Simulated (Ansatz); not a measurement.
**What Sr2C (model cell, started as cuprite) distorts into**

Which phase does Sr2C (model cell, started as cuprite) fall into along its unstable mode, and how much energy does it gain?

Method: DFT PBE, scalar-relativistic, plane waves, PAW, in Ansatz 0.2.0.

Most raw output is cut from this account.

The structure was built from a prototype and need not be the compound's stable phase.

## Step 1: Starting point

The structure is cubic, space group Pn-3m (No. 224). The conventional cell has a = 5.991 Å, b = 5.991 Å, c = 5.991 Å, α = 90.00°, β = 90.00°, γ = 90.00°. Nearest to C lie 4 Sr at 2.59 Å. Nearest to Sr lie 2 C at 2.59 Å. Farther neighbours are not listed.

Coordinates:

```cif
data_structure
_symmetry_space_group_name_H-M 'P 1'
_symmetry_Int_Tables_number 1
_cell_length_a 5.9912
_cell_length_b 5.9912
_cell_length_c 5.9912
_cell_angle_alpha 90.000
_cell_angle_beta 90.000
_cell_angle_gamma 90.000
_cell_volume 215.05
loop_
_atom_site_label
_atom_site_type_symbol
_atom_site_fract_x
_atom_site_fract_y
_atom_site_fract_z
_atom_site_occupancy
C1 C 0.00000 0.00000 0.00000 1
C2 C 0.50000 0.50000 0.50000 1
Sr3 Sr 0.25000 0.25000 0.25000 1
Sr4 Sr 0.75000 0.75000 0.25000 1
Sr5 Sr 0.75000 0.25000 0.75000 1
Sr6 Sr 0.25000 0.75000 0.75000 1
```

## Step 2: Linear response at the zone centre

The cell comes from relaxations at this level that are not shown. The zone centre is the only wavevector solved here; it holds the modes that light can see, as far as symmetry allows. No field response is asked, since the mesh shows no gap.

input.yaml

```yaml
crystal:
  lattice:
    - [5.9912354486, 0.0, 0.0]
    - [0.0, 5.9912354486, 0.0]
    - [0.0, 0.0, 5.9912354486]
  atoms:
    - { symbol: C, position: [0.0, 0.0, 0.0] }
    - { symbol: C, position: [0.5, 0.5, 0.5] }
    - { symbol: Sr, position: [0.25, 0.25, 0.25] }
    - { symbol: Sr, position: [0.75, 0.75, 0.25] }
    - { symbol: Sr, position: [0.75, 0.25, 0.75] }
    - { symbol: Sr, position: [0.25, 0.75, 0.75] }
kpoints:
  mp_grid: { grid: [6, 6, 6] }
hamiltonian:
  xc: pbe
scf:
  occupations: { method: methfessel_paxton, width: 0.15 }
output:
  eigenvalues: true
phonons:
  method: dfpt
```

Launch:

```console
$ ansatz run input.yaml --threads 8 --pin off --max-ram 14336MiB --backend cpu --events-out ev --progress --plain --runs-dir out
```

It took 23 s on 8 threads of Arm Neoverse V1, shared host; peak memory 1.8 GiB.

Numbers from this step:

* volume per atom: 35.84 Å³
* gap on the k-mesh: 0 eV
* sum-rule residual before enforcement: 6.59e-5 eV/Å²
* point group: m-3m
* highest optical mode at the zone centre (no LO-TO term): 320.0 cm⁻¹
* lowest optical zone-centre mode: -91.88 cm⁻¹

Patterns of degenerate modes are one choice out of their space. Modes at Γ, with each element's share of the kinetic energy (negative means imaginary):

```
mode  frequency (cm⁻¹)  symmetry  C %  Sr %
   1             -91.9       T1u   22    78
   2             -91.9       T1u   22    78
   3             -91.9       T1u   22    78
   4               0.0  acoustic    6    94
   5               0.0  acoustic    6    94
   6               0.0  acoustic    6    94
   7              66.7       T2u    0   100
   8              66.7       T2u    0   100
   9              66.7       T2u    0   100
  10             106.2        Eu    0   100
  11             106.2        Eu    0   100
  12             148.9       A2u    0   100
  13             288.5       T1u   71    29
  14             288.5       T1u   71    29
  15             288.5       T1u   71    29
  16             320.0       T2g  100     0
  17             320.0       T2g  100     0
  18             320.0       T2g  100     0
```

Displacements in mode 1 (-91.9 cm⁻¹), the largest set to 1:
```
C1   0.00  0.23 -1.00
C2   0.00  0.23 -1.00
Sr3 -0.26 -0.36  0.15
Sr4  0.42  0.33 -0.01
Sr5 -0.42  0.33 -0.01
Sr6  0.26 -0.36  0.15
```

Displacements in mode 8 (66.7 cm⁻¹), the largest set to 1:
```
C1   0.00  0.00  0.00
C2   0.00  0.00  0.00
Sr3  0.29  0.71 -1.00
Sr4  0.60  0.40  1.00
Sr5 -0.60 -0.71 -0.11
Sr6 -0.29 -0.40  0.11
```

Before it was imposed, the acoustic sum rule was missed by 6.6e-5 eV/Å². Small misses are needed for a sound result but don't prove that mesh and cutoff are converged. The lowest optical mode is imaginary, 91.9i cm⁻¹, so the energy falls along it.

## Step 3: The mode frozen in, largest atomic shift 0 Å

The mode followed lies at Γ with frequency 91.9i cm⁻¹ and is 3-fold degenerate, the softest among the wavevectors solved. At small amplitude the distorted cell has space group no. 39 by a symmetry search on the positions. The undistorted cell that holds it gives the zero of energy on the same k mesh.

Changes to input.yaml since step 2:

```diff
@@ -19,4 +19,4 @@
 output:
+  forces: true
+  stress: true
   eigenvalues: true
-phonons:
-  method: dfpt
```

It took 1.2 s on 8 threads; peak memory 0.66 GiB; 8 s of CPU time.

This step gave:

| Property | Result |
| --- | --- |
| pressure | -0.003117 GPa |
| energy from the undistorted cell | 0 meV/atom |

The run ends at a pressure of 0.00 GPa.

## Step 4: The mode frozen in, largest atomic shift 0.45 Å

The atoms are moved along the unstable eigenvector, the largest shift by 0.45 Å, with the cell fixed.

input.yaml, the sections that differ from step 3:

```yaml
crystal:
  lattice:
    - [5.9912354486, 0.0, 0.0]
    - [0.0, 5.9912354486, 0.0]
    - [0.0, 0.0, 5.9912354486]
  atoms:
    - { symbol: C, position: [0.0531105903, 0.0, 0.0531105903] }
    - { symbol: C, position: [0.5531105903, 0.5, 0.5531105903] }
    - { symbol: Sr, position: [0.2646072746, 0.2864949794, 0.2646072746] }
    - { symbol: Sr, position: [0.7281122951, 0.75, 0.2281122951] }
    - { symbol: Sr, position: [0.7646072746, 0.2135050206, 0.7646072746] }
    - { symbol: Sr, position: [0.2281122951, 0.75, 0.7281122951] }
# kpoints, hamiltonian, scf, output: as in step 3
```

It took 4 s on 8 threads; peak memory 0.69 GiB.

This step gave:

- pressure: -1.145 GPa
- energy from the undistorted cell: -21.38 meV/atom

The energy, extrapolated to zero smearing, is -21.38 meV/atom against the undistorted cell.

The run ends at a pressure of -1.14 GPa, with forces up to 0.67 eV/Å.

## Step 5: Energy along the mode, all amplitudes (two of the runs are shown above)

An imaginary frequency means negative curvature, so the energy should fall and then rise again as anharmonic terms take over.

Numbers from this step:

| Property | Result |
| --- | --- |
| depth at the lowest point sampled | 21.38 meV/atom |
| largest atomic shift at that point | 0.45 Å |

The energy from the parent by largest atomic shift:

```
largest atomic shift (Å)  energy from the parent (meV/atom)
                   0.000                                  0
                   0.040                             -0.463
                   0.080                              -1.81
                   0.140                              -5.18
                   0.220                              -11.0
                   0.320                              -17.9
                   0.450                              -21.4
                   0.600                              -13.4
```

Displacement at unit largest shift by atom:

```
atom   x (Å)   y (Å)   z (Å)   size
  C1   0.707   0.000   0.707  1.000
  C2   0.707   0.000   0.707  1.000
 Sr3   0.194   0.486   0.194  0.558
 Sr4  -0.291   0.000  -0.291  0.412
 Sr5   0.194  -0.486   0.194  0.558
 Sr6  -0.291   0.000  -0.291  0.412
```

The lowest of the steps tried is at 0.45 Å, 21.4 meV/atom below the parent; the bottom of the well need not coincide with a step.

## Step 6: Relaxation from the frozen mode

Starting from the lowest point found, all atoms and the cell are let go, so that strain and other modes of the same symmetry can join in.

Changes to input.yaml since step 4:

```diff
@@ -22 +22,6 @@
   eigenvalues: true
+relax:
+  adjacent_minimum: "off"
+  f_tol: 0.002
+  max_steps: 120
+  cell: { stress_tol: 0.03 }
```

It took 84 s on 8 threads; peak memory 0.78 GiB; 10 min of CPU time.

Step by step:

```
step  energy less that of the first step (eV)  largest force component (eV/Å)  pressure (GPa)  volume (Å³)
   1                                   0.0000                          0.6048           -1.14       215.05
   2                                  -0.2367                          0.4393            0.10       196.75
   3                                  -0.4973                          0.3104           -0.50       187.75
   4                                  -0.7655                          0.3158           -0.36       177.91
   5                                  -1.0715                          0.2126           -0.08       168.04
   6                                  -1.2753                          0.1807            0.65       160.22
   7                                  -1.3811                          0.1203            0.26       158.06
   8                                  -1.4005                          0.0566           -0.08       160.65
   9                                  -1.4033                          0.0564           -0.34       161.23
  10                                  -1.4064                          0.0438            0.16       159.96
  11                                  -1.4068                          0.0078            0.01       160.50
  12                                  -1.4068                          0.0010            0.00       160.55
 13*                                  -1.4055                          0.0018           -0.02       160.55
  14                                  -1.4058                          0.0028            0.00       160.23
  15                                  -1.4058                          0.0001            0.00       160.23
  16                                  -1.4058                          0.0009            0.00       160.23
  17                                  -1.4058                          0.0025            0.00       160.20
  18                                  -1.4058                          0.0001            0.00       160.22
 19*                                  -1.4057                          0.0001            0.00       160.22
```

Relaxation steps marked * repeat the geometry before them on a plane-wave basis chosen anew for their cell, so energy and pressure can jump there. Relaxation step 17 was tried and not accepted.

Forces are held to the 4 operations that the run works with; a distortion that breaks them can't arise in this run.

```
     cell as run  before  after   change
           a (Å)   5.991  4.972  -17.0 %
           b (Å)   5.991  6.481   +8.2 %
           c (Å)   5.991  4.972  -17.0 %
           β (°)   90.00  90.06   +0.1 %
volume (Å³/atom)   35.84  26.70  -25.5 %
```

The atoms that moved most (Å, as changes of fractional coordinates times the final cell):

```
atom      dx      dy      dz  length
  C2   0.599   0.366   0.599   0.923
  C1   0.599  -0.366   0.599   0.923
 Sr3  -0.348   0.304  -0.348   0.578
 Sr5  -0.348  -0.304  -0.348   0.578
 Sr6  -0.251   0.000  -0.251   0.355
 Sr4  -0.251   0.000  -0.251   0.355
```

Final coordinates:

```xyz
6
Lattice="4.9723 0.0000 -0.0028 0.0000 6.4805 0.0000 -0.0028 0.0000 4.9723" Properties=species:S:1:pos:R:3 pbc="T T T"
C     0.8628   -0.3664    0.8628
C     3.3475    3.6067    3.3475
Sr    0.9670    2.1608    0.9670
Sr    3.3688    4.8604    0.8813
Sr    3.4517    1.0795    3.4517
Sr    0.8813    4.8604    3.3688
```

This step gave:

```yaml
pressure: -9.76e-4 GPa
volume_per_atom: 26.70 Å³
```

The distorted start has space group Aem2; the relaxation ends in Aem2.

## Step 7: The new phase in its own primitive cell

The relaxed structure is symmetrised, reduced to its primitive cell and relaxed tightly, as its phonons need.

input.yaml, the sections that differ from step 6:

```yaml
crystal:
  lattice:
    - [6.4805458289, 0.0, 0.0]
    - [0.0, 3.5178885125, 3.5139354341]
    - [0.0, -3.5178885125, 3.5139354341]
  atoms:
    - { symbol: C, position: [0.8065431975, 0.3263757213, 0.8263757213] }
    - { symbol: C, position: [0.1934568025, 0.8263757213, 0.3263757213] }
    - { symbol: Sr, position: [0.4165734643, 0.3054089016, 0.8054089016] }
    - { symbol: Sr, position: [0.0, 0.8223852171, 0.8223852171] }
    - { symbol: Sr, position: [0.5834265357, 0.8054089016, 0.3054089016] }
    - { symbol: Sr, position: [0.0, 0.3223852171, 0.3223852171] }
relax:
  adjacent_minimum: "off"
  f_tol: 0.001
  max_steps: 60
  cell: { stress_tol: 0.01 }
# kpoints, hamiltonian, scf, output: as in step 6
```

Wall time 9.3 s (8 threads); peak memory 0.63 GiB; 69 s of CPU time.

Little changed from the start: no atom moved by 0.005 Å and no cell edge by 0.1 %.

Numbers from this step:

```yaml
pressure: -9.75e-4 GPa
```

The largest force component left is 0.17 meV/Å and the pressure is -0.001 GPa, within the tolerances set. The cell now holds 26.70 Å³/atom.

## Step 8: Modes of the new phase

A relaxed structure may still be a saddle point, so its zone-centre modes are computed. No field response is asked, since the mesh shows no gap.

Changes to input.yaml since step 7:

```diff
@@ -19,9 +19,4 @@
 output:
-  forces: true
-  stress: true
   eigenvalues: true
-relax:
-  adjacent_minimum: "off"
-  f_tol: 0.001
-  max_steps: 60
-  cell: { stress_tol: 0.01 }
+phonons:
+  method: dfpt
```

Wall time 87 s (8 threads); peak memory 1.9 GiB; 11 min of CPU time.

Numbers from this step:

```yaml
sum_rule_residual_before_enforcement: 2.92e-5 eV/Å²
point_group: mm2
highest_optical_mode_at_the_zone_centre_no_lo_to_term: 399.6 cm⁻¹
lowest_optical_zone_centre_mode: 11.25 cm⁻¹
```

Patterns of degenerate modes are one choice out of their space. Modes at Γ, with each element's share of the kinetic energy:

```
mode  frequency (cm⁻¹)  symmetry  C %  Sr %
   1               0.0  acoustic    6    94
   2               0.0  acoustic    6    94
   3               0.0  acoustic    6    94
   4              11.2        B2   11    89
   5              27.0        A1   10    90
   6              93.1        B1    8    92
   7              93.4        A2    7    93
   8             104.0        B2    0   100
   9             126.3        A1    4    96
  10             156.4        B1    2    98
  11             157.6        A2    2    98
  12             166.8        B1    2    98
  13             233.8        B2   82    18
  14             234.5        A1   83    17
  15             240.6        B1   90    10
  16             245.4        A2   91     9
  17             366.4        B1   93     7
  18             399.6        A1   96     4
```

Displacements in mode 5 (27.0 cm⁻¹), the largest set to 1:
```
C1   0.07  0.00 -1.00
C2  -0.07  0.00 -1.00
Sr3 -0.03  0.00  0.84
Sr4  0.00  0.00 -0.71
Sr5  0.03  0.00  0.84
Sr6  0.00  0.00 -0.71
```

Displacements in mode 11 (157.6 cm⁻¹), the largest set to 1:
```
C1   0.00  0.43  0.00
C2   0.00 -0.43  0.00
Sr3  0.00 -0.49  0.00
Sr4  0.00  0.00  1.00
Sr5  0.00  0.49  0.00
Sr6  0.00  0.00 -1.00
```

Before it was imposed, the acoustic sum rule was missed by 2.9e-5 eV/Å². Small misses are needed for a sound result but don't prove that mesh and cutoff are converged. The lowest optical mode is real, 11.2 cm⁻¹.

## Step 9: The phases reached

The phases reached along the modes that were followed are set side by side.

Energies are those of the first relaxation, on the mesh of the frozen mode; space group, volume and gap are those of the last relaxation. Phases, by row:

```
         mode frozen in  space group  energy from parent (meV/atom)  volume (Å³/atom)  gap on mesh (eV)  lowest zone-centre optical mode (cm⁻¹)  largest shift (Å)
                 parent        Pn-3m                              0             35.84                 0                                       –                  –
q = (0, 0, 0), 92i cm⁻¹     P4_2/mnm                           -331             30.31                 0                                    26.2              0.711
q = (0, 0, 0), 92i cm⁻¹          R3m                         -125.1             30.63                 0                                    27.3               1.49
q = (0, 0, 0), 92i cm⁻¹         Aem2                         -255.3              26.7                 0                                    11.2              1.172
```

## Step 10: What came out

```
unstable mode of the parent                                                      : q = (0, 0, 0), 92i cm⁻¹
depth at the lowest point sampled                                                : 21.4 meV/atom
largest atomic shift at that point                                               : 0.45 Å
space group reached (within 0.01 Å)                                              : Aem2
energy gained over the parent (first relaxation, on the mesh of the frozen mode) : 255 meV/atom
volume per atom, phase reached                                                   : 26.7 Å³
lowest optical zone-centre mode, phase reached                                   : 11.2 cm⁻¹
highest optical mode at the zone centre (no LO-TO term), phase reached           : 400 cm⁻¹
```

What this shows: Along this mode the structure falls into Aem2, 255 meV/atom below the parent. At the parent's cell the well is 21.38 meV/atom deep on the steps tried, with its lowest point at a shift of 0.45 Å. Relaxing atoms and cell changes the gain by +233.96 meV/atom against the lowest step (energies at zero smearing). Most of the total comes from this relaxation. The new phase has no imaginary mode at the zone centre of its cell; other wavevectors were not checked. Of the 3 patterns followed to their end from this parent, this one ends 75.6 meV/atom above the lowest, P4_2/mnm. Each path keeps the symmetry of its pattern, so a lower phase may lie along a pattern not tried. With no gap, or one that is small against the smearing, the frequencies hang on the k mesh and the smearing, most of all near Kohn anomalies. An optical mode within 15 cm⁻¹ of zero is at the mercy of small errors in the force constants, and even its sign is uncertain. The starting cell was built on a prototype and not taken from a measurement, so the phase need not exist.

[Logs are printed without paths, hosts, clocks, repeated set-up lines and the standing remarks that a program may print on its own settings, such as how far it seeks lower states.]

[Hosts, paths, dates, database ids (printed as entryN), source tags and the programs' standing remarks are cut or masked in the printed files.]
